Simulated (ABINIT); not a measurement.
## Te2Mo (P6_3/mmc): G0W0 with ABINIT, start to end

Wanted: ground state, empty states, screening and self-energy for Te2Mo (P6_3/mmc).

Method: PBE and many-body steps on it, plane waves, in ABINIT 10.8.3.

**Experimental background.**

- Gap 0.96 ± 0.02 eV: smallest (indirect) quasiparticle gap from STS band onsets; scanning tunneling spectroscopy; 77 K; bulk crystal (um-thick flakes cleaved in ultrahigh vacuum) (“Surface transport and band gap structure of exfoliated 2H-MoTe2 crystals”, 2014, arxiv:1407.1219).

- Gap 0.83 ± 0.05 eV: smallest (indirect) gap from electron and hole threshold voltage difference; ionic-liquid gated field-effect transistor; 270 K; film (exfoliated flakes 20-40 nm thick on SiO2/Si) (“Surface transport and band gap structure of exfoliated 2H-MoTe2 crystals”, 2014, arxiv:1407.1219).

- Gap 1.06 eV: direct gap at K (A transition); photoreflectance; 295 K; bulk crystal (commercial Bridgman-grown bulk crystal) (“Photoacoustic and modulated reflectance studies of indirect and direct band gap in van der Waals crystals”, 2017, pmc:5684221).

- Gap 0.94 eV: indirect optical gap from PL (phonon-assisted emission peak); photoluminescence; 300 K; bulk crystal (thick exfoliated flake, about 50 layers or more) (“Direct versus indirect band gap emission and exciton-exciton annihilation in atomically thin molybdenum ditelluride (MoTe2)”, 2016, arxiv:1602.03071).

- Gap 1.03 eV: direct optical gap (A exciton hot luminescence) from PL; photoluminescence; 300 K; bulk crystal (thick exfoliated flake, about 50 layers or more) (“Direct versus indirect band gap emission and exciton-exciton annihilation in atomically thin molybdenum ditelluride (MoTe2)”, 2016, arxiv:1602.03071).

## 1. The structure

It takes space group P6_3/mmc (No. 194, hexagonal). The conventional cell has a = 3.518 Å, b = 3.518 Å, c = 13.974 Å, α = 90.00°, β = 90.00°, γ = 120.00°. Nearest to Te lie 3 Mo at 2.72 Å. Nearest to Mo lie 6 Te at 2.72 Å. Farther neighbours, and contacts between anions beyond the nearest, are not listed.

The cell and positions come from the Crystallography Open Database and are kept as given unless a step says otherwise.

## 2. Ground state

This step: ABINIT 10.8.3; DFT, PBE, plane waves, norm-conserving pseudopotentials.

The ground-state density comes first.

run.abi reads:

```
acell 3*1.0 Angstrom
rprim 
  3.518200000003 -0.000000000001 0.000000000000
  -1.759100000001 3.046850575598 0.000000000000
  0.000000000000 0.000000000000 13.973600000000
ntypat 2
znucl 52 42
natom 6
typat 1 1 1 1 2 2
xred 
  0.333333333333 0.666666666667 0.621000000000
  0.666666666667 0.333333333333 0.121000000000
  0.333333333333 0.666666666667 0.879000000000
  0.666666666667 0.333333333333 0.379000000000
  0.333333333333 0.666666666667 0.250000000000
  0.666666666667 0.333333333333 0.750000000000
pp_dirpath "pseudos"
pseudos "Te.upf, Mo.upf"
ecut 39
ngkpt 6 6 1
nshiftk 1
shiftk 0 0 0
kptopt 1
chksymbreak 0
nband 69
occopt 1
tolvrs 1e-08
nstep 60
prtwf 0
optforces 0
optstress 0
indata_prefix "in"
outdata_prefix "out"
tmpdata_prefix "tmp"
```

On the command line:

```console
$ OMP_NUM_THREADS=1 mpirun -n 4 abinit run.abi > log
```

Output:

```text
.Version 10.8.3 of ABINIT. v10.8.2 released Aug 2026.

 Symmetries : space group P6_3/m m c (#194); Bravais hP (primitive hexag.)
================================================================================
 Values of the parameters that define the memory need of the present run
     intxc =       0    ionmov =       0      iscf =       7    lmnmax =       8
     lnmax =       8     mgfft =     150  mpssoang =       4    mqgrid =    7424
     natom =       6  nloc_mem =       1    nspden =       1   nspinor =       1
    nsppol =       1      nsym =      24    n1xccc =    2501    ntypat =       2
    occopt =       1   xclevel =       2
-    mband =          69        mffmem =           1         mkmem =           2
       mpw =       11774          nfft =      240000          nkpt =           7
================================================================================
  Rough estimation (10% accuracy) of disk space for files :
================================================================================

--------------------------------------------------------------------------------
------------- Echo of variables that govern the present computation ------------
--------------------------------------------------------------------------------
 -outvars: echo values of preprocessed input variables --------
            acell      1.8897261259E+00  1.8897261259E+00  1.8897261259E+00 Bohr

      chksymbreak           0
             ecut      3.90000000E+01 Hartree
-          fftalg         312

              ixc     -101130
              kpt      0.00000000E+00  0.00000000E+00  0.00000000E+00
                       1.66666667E-01  0.00000000E+00  0.00000000E+00
                       3.33333333E-01  0.00000000E+00  0.00000000E+00
                       5.00000000E-01  0.00000000E+00  0.00000000E+00
                       1.66666667E-01  1.66666667E-01  0.00000000E+00
                       3.33333333E-01  1.66666667E-01  0.00000000E+00
                       3.33333333E-01  3.33333333E-01  0.00000000E+00
         kptrlatt        6    0    0      0    6    0      0    0    1
          kptrlen      2.64062770E+01
P           mkmem           2
            natom           6
            nband          69
            ngfft          40      40     150
             nkpt           7
            nstep          60
             nsym          24
           ntypat           2
              occ      2.000000  2.000000  2.000000  2.000000  2.000000  2.000000
                       2.000000  2.000000  2.000000  2.000000  2.000000  2.000000
                       2.000000  2.000000  2.000000  2.000000  2.000000  2.000000
                       2.000000  2.000000  2.000000  2.000000  2.000000  2.000000
                       2.000000  2.000000  2.000000  2.000000  2.000000  2.000000
                       2.000000  2.000000  2.000000  2.000000  2.000000  2.000000
                       2.000000  2.000000  2.000000  2.000000  2.000000  2.000000
                       2.000000  2.000000  2.000000  2.000000  2.000000  2.000000
                       2.000000  2.000000  2.000000  2.000000  2.000000  2.000000
                       2.000000  2.000000  2.000000  2.000000  2.000000  2.000000
                       2.000000  2.000000  0.000000  0.000000  0.000000  0.000000
                       0.000000  0.000000  0.000000
        optforces           0
        optstress           0
            prtwf           0
            rprim      3.5182000000E+00 -1.0000000000E-12  0.0000000000E+00
                      -1.7591000000E+00  3.0468505756E+00  0.0000000000E+00
                       0.0000000000E+00  0.0000000000E+00  1.3973600000E+01
          spgroup         194

           tolvrs      1.00000000E-08

             xred      3.3333333333E-01  6.6666666667E-01  6.2100000000E-01
                       6.6666666667E-01  3.3333333333E-01  1.2100000000E-01
[...]
znucl       52.00000   42.00000

================================================================================

 chkinp: Checking input parameters for consistency.

================================================================================
== DATASET  1 ==================================================================
-   mpi_nproc: 4, omp_nthreads: 1 (-1 if OMP is not activated)

--- !DatasetInfo
iteration_state: {dtset: 1, }
dimensions: {natom: 6, nkpt: 7, mband: 69, nsppol: 1, nspinor: 1, nspden: 1, mpw: 11774, }
cutoff_energies: {ecut:  39.0, pawecutdg:  -1.0, }
electrons: {nelect:   1.24000000E+02, charge:   0.00000000E+00, occopt:   1.00000000E+00, tsmear:   1.00000000E-02, }

 Real(R)+Recip(G) space primitive vectors, cartesian coordinates (Bohr,Bohr^-1):
 R(1)=  6.6484345  0.0000000  0.0000000  G(1)=  0.1504113  0.0868400  0.0000000
 R(2)= -3.3242172  5.7577131  0.0000000  G(2)=  0.0000000  0.1736801  0.0000000
 R(3)=  0.0000000  0.0000000 26.4062770  G(3)=  0.0000000  0.0000000  0.0378698
 Unit cell volume ucvol=  1.0108264E+03 bohr^3
 Angles (23,13,12)=  9.00000000E+01  9.00000000E+01  1.20000000E+02 degrees

 getcut: wavevector=  0.0000  0.0000  0.0000  ngfft=  40  40 150
         ecut(hartree)=     39.000   => boxcut(ratio)=   2.02063

--- Pseudopotential description ------------------------------------------------
- Te Generated using ONCVPSP code by D. R. Hamann
- 52.00000  24.00000  220131                  znucl, zion, pspdat
12 -101130 3 -1 1294                          pspcod,pspxc,lmax,lloc,mmax
     nproj     2     2     2     2
  pspatm : epsatm=   28.89495404
         --- l  ekb(1:nproj) -->
[...]
pspatm: atomic psp has been read  and splines computed

- Mo Generated using ONCVPSP code by D. R. Hamann
- 42.00000  14.00000  171031                  znucl, zion, pspdat
12 -101130 2 -1 1640                          pspcod,pspxc,lmax,lloc,mmax
     nproj     2     2     2     0
  pspatm : epsatm=   15.95693798
         --- l  ekb(1:nproj) -->
[...]
pspatm: atomic psp has been read  and splines computed

   1.82892178E+04                                ecore*ucvol(ha*bohr**3)
--------------------------------------------------------------------------------

_setup2: Arith. and geom. avg. npw (full set) are   11752.417   11752.405

================================================================================

--- !BeginCycle
iteration_state: {dtset: 1, }
solver: {iscf: 7, nstep: 60, nline: 4, wfoptalg: 0, }
tolerances: {tolvrs: 1.00E-08, }

     iter   Etot(hartree)      deltaE(h)  residm     vres2
 ETOT  1  -1259.9414146611    -1.260E+03 7.472E-01 2.161E+03
 ETOT  2  -1259.8940950935     4.732E-02 1.923E-02 4.018E+04
 ETOT  3  -1262.4960175785    -2.602E+00 1.275E-02 1.054E+03
 ETOT  4  -1262.5523025868    -5.629E-02 2.653E-03 5.098E+01
 ETOT  5  -1262.5547136364    -2.411E-03 4.047E-04 8.005E-01
 ETOT  6  -1262.5547850889    -7.145E-05 8.110E-04 2.149E-01
 ETOT  7  -1262.5547846982     3.907E-07 2.200E-04 1.599E-01
 ETOT  8  -1262.5547922402    -7.542E-06 2.013E-04 6.059E-04
 ETOT  9  -1262.5547922565    -1.626E-08 1.022E-04 3.243E-04
 ETOT 10  -1262.5547922690    -1.253E-08 6.778E-05 6.855E-07
 ETOT 11  -1262.5547922691    -8.913E-11 3.945E-05 1.427E-07
 ETOT 12  -1262.5547922691    -6.821E-12 2.535E-05 1.492E-09

 At SCF step   12       vres2   =  1.49E-09 < tolvrs=  1.00E-08 =>converged.

--- !ResultsGS
iteration_state: {dtset: 1, }
comment   : Summary of ground state results
lattice_vectors:
- [  6.6484345,  -0.0000000,   0.0000000, ]
- [ -3.3242172,   5.7577131,   0.0000000, ]
- [  0.0000000,   0.0000000,  26.4062770, ]
lattice_lengths: [   6.64843,    6.64843,   26.40628, ]
lattice_angles: [ 90.000,  90.000, 120.000, ] # degrees, (23, 13, 12)
lattice_volume:   1.0108264E+03
convergence: {deltae: -6.821E-12, res2:  1.492E-09, residm:  2.535E-05, diffor:  0.000E+00, }
etotal    :  -1.26255479E+03
entropy   :   0.00000000E+00
fermie    :   3.64950872E-01
cartesian_stress_tensor: null
pressure_GPa: null
xred      :
- [  3.3333E-01,   6.6667E-01,   6.2100E-01, Te]
- [  6.6667E-01,   3.3333E-01,   1.2100E-01, Te]
- [  3.3333E-01,   6.6667E-01,   8.7900E-01, Te]
- [  6.6667E-01,   3.3333E-01,   3.7900E-01, Te]
- [  3.3333E-01,   6.6667E-01,   2.5000E-01, Mo]
- [  6.6667E-01,   3.3333E-01,   7.5000E-01, Mo]
cartesian_forces: null
force_length_stats: {min: null, max: null, mean: null, }

 Integrated electronic density in atomic spheres:
 ------------------------------------------------
 Atom  Sphere_radius  Integrated_density
[...]
================================================================================

 ----iterations are completed or convergence reached----

 Mean square residual over all n,k,spin=   17.940E-08; max=  25.348E-06
 reduced coordinates (array xred) for    6 atoms
[...]
0.666667      0.333333      0.121000
       0.333333      0.666667      0.879000
       0.666667      0.333333      0.379000
       0.333333      0.666667      0.250000
       0.666667      0.333333      0.750000
 rms dE/dt=  0.0000E+00; max dE/dt=  0.0000E+00; dE/dt below (all hartree)
    1       0.000000      0.000000      0.000000
    2       0.000000      0.000000      0.000000
    3       0.000000      0.000000      0.000000
    4       0.000000      0.000000      0.000000
    5       0.000000      0.000000      0.000000
    6       0.000000      0.000000      0.000000

 cartesian coordinates (angstrom) at end:
    1      3.3e-13     2.031234     8.677606
    2      1.759100     1.015617     1.690806
    3      3.3e-13     2.031234    12.282794
    4      1.759100     1.015617     5.295994
    5      3.3e-13     2.031234     3.493400
    6      1.759100     1.015617    10.480200
 length scales=  1.889726  1.889726  1.889726 bohr
              =  1.000000  1.000000  1.000000 angstroms
 prteigrs : about to open file out_EIG
 Fermi (or HOMO) energy (hartree) =   0.36495   Average Vxc (hartree)=  -0.40661
 Eigenvalues (hartree) for nkpt=   7  k points:
 kpt#   1, nband= 69, wtk=  0.02778, kpt=  0.0000  0.0000  0.0000 (reduced coord)
  -5.49383   -5.49382   -5.49382   -5.49382   -3.65755   -3.65755   -3.65755   -3.65755
  -3.65755   -3.65755   -3.65755   -3.65755   -3.65516   -3.65516   -3.65516   -3.65516
  -1.87049   -1.87049   -0.98423   -0.98423   -0.98402   -0.98402   -0.98367   -0.98367
  -0.98364   -0.98364   -0.98181   -0.98181   -0.98178   -0.98178   -0.98146   -0.98146
  -0.98141   -0.98141   -0.98138   -0.98113   -0.98078   -0.98077   -0.92112   -0.92112
  -0.91553   -0.91553   -0.91553   -0.91553   -0.11413   -0.10224   -0.08278   -0.06418
   0.14853    0.19631    0.25077    0.29785    0.29785    0.29842    0.29842    0.32641
   0.32650    0.32650    0.32780    0.32780    0.35298    0.36495    0.47176    0.47178
   0.47665    0.47674    0.47992    0.47992    0.48929
 prteigrs : prtvol=0 or 1, do not print more k-points.

--- !EnergyTerms
iteration_state     : {dtset: 1, }
comment             : Components of total free energy in Hartree
kinetic             :  4.234259E+02
hartree             :  4.107471E+02
xc                  : -1.653935E+02
Ewald energy        : -6.606120E+02
psp_core            :  1.809333E+01
local_psp           : -1.248912E+03
non_local_psp       : -3.990336E+01
total_energy        : -1.262555E+03
total_energy_eV     : -3.435587E+04
band_energy         : -1.823721E+02

== END DATASET(S) ==============================================================
================================================================================

 -outvars: echo values of variables after computation  --------
           etotal     -1.2625547923E+03
            nband          69
             nkpt           7
          spgroup         194
 [... the other variables as echoed above ...]

 Calculation completed.
```

The job ended after 1.9 min (4 MPI ranks of Arm Neoverse V1, shared host; peak memory 0.57 GiB; 7.8 min of CPU time).

Numbers from this step:

```yaml
total_energy: -34355.8661 eV
gap: 0.8286 eV
k_of_the_valence_top: 0, 0, 0
k_of_the_conduction_bottom: 0.1667, 0.1667, 0
least_direct_gap: 1.039 eV
```

The gap is indirect, with the least direct gap 0.21 eV higher.

[end of part 1 of 3]

[Long decimals in the printed logs are rounded to 6 places.]

[Logs are printed without paths, hosts, clocks, repeated set-up lines and the standing remarks that a program may print on its own settings, such as how far it seeks lower states.]

[Paths, hosts, dates, memory and timing lines, banners, echoed tables and standing remarks are left out of the program output; an Ansatz launch command may be rebuilt from the run's recorded settings. Measured values are a selection of at most five: reports struck by readers or far from the other reports are left out. None is set beside runs whose start may be inverted or whose files or cutoffs have a known fault.]

[Runs of the session that timed out or met a known fault of the program may be left out.]

[Hosts, paths, dates, database ids (printed as entryN), source tags and the programs' standing remarks are cut or masked in the printed files.]

[G0W0 gaps are taken among the corrected bands and points alone; a level outside them can change the order at an edge.]

[Where Ansatz stands beside ABINIT at settings called matched, ABINIT's density can come from a denser mesh and the files from another edition; pairs whose starting gaps differed by over 0.03 eV were left out, so agreement reads better than it is.]
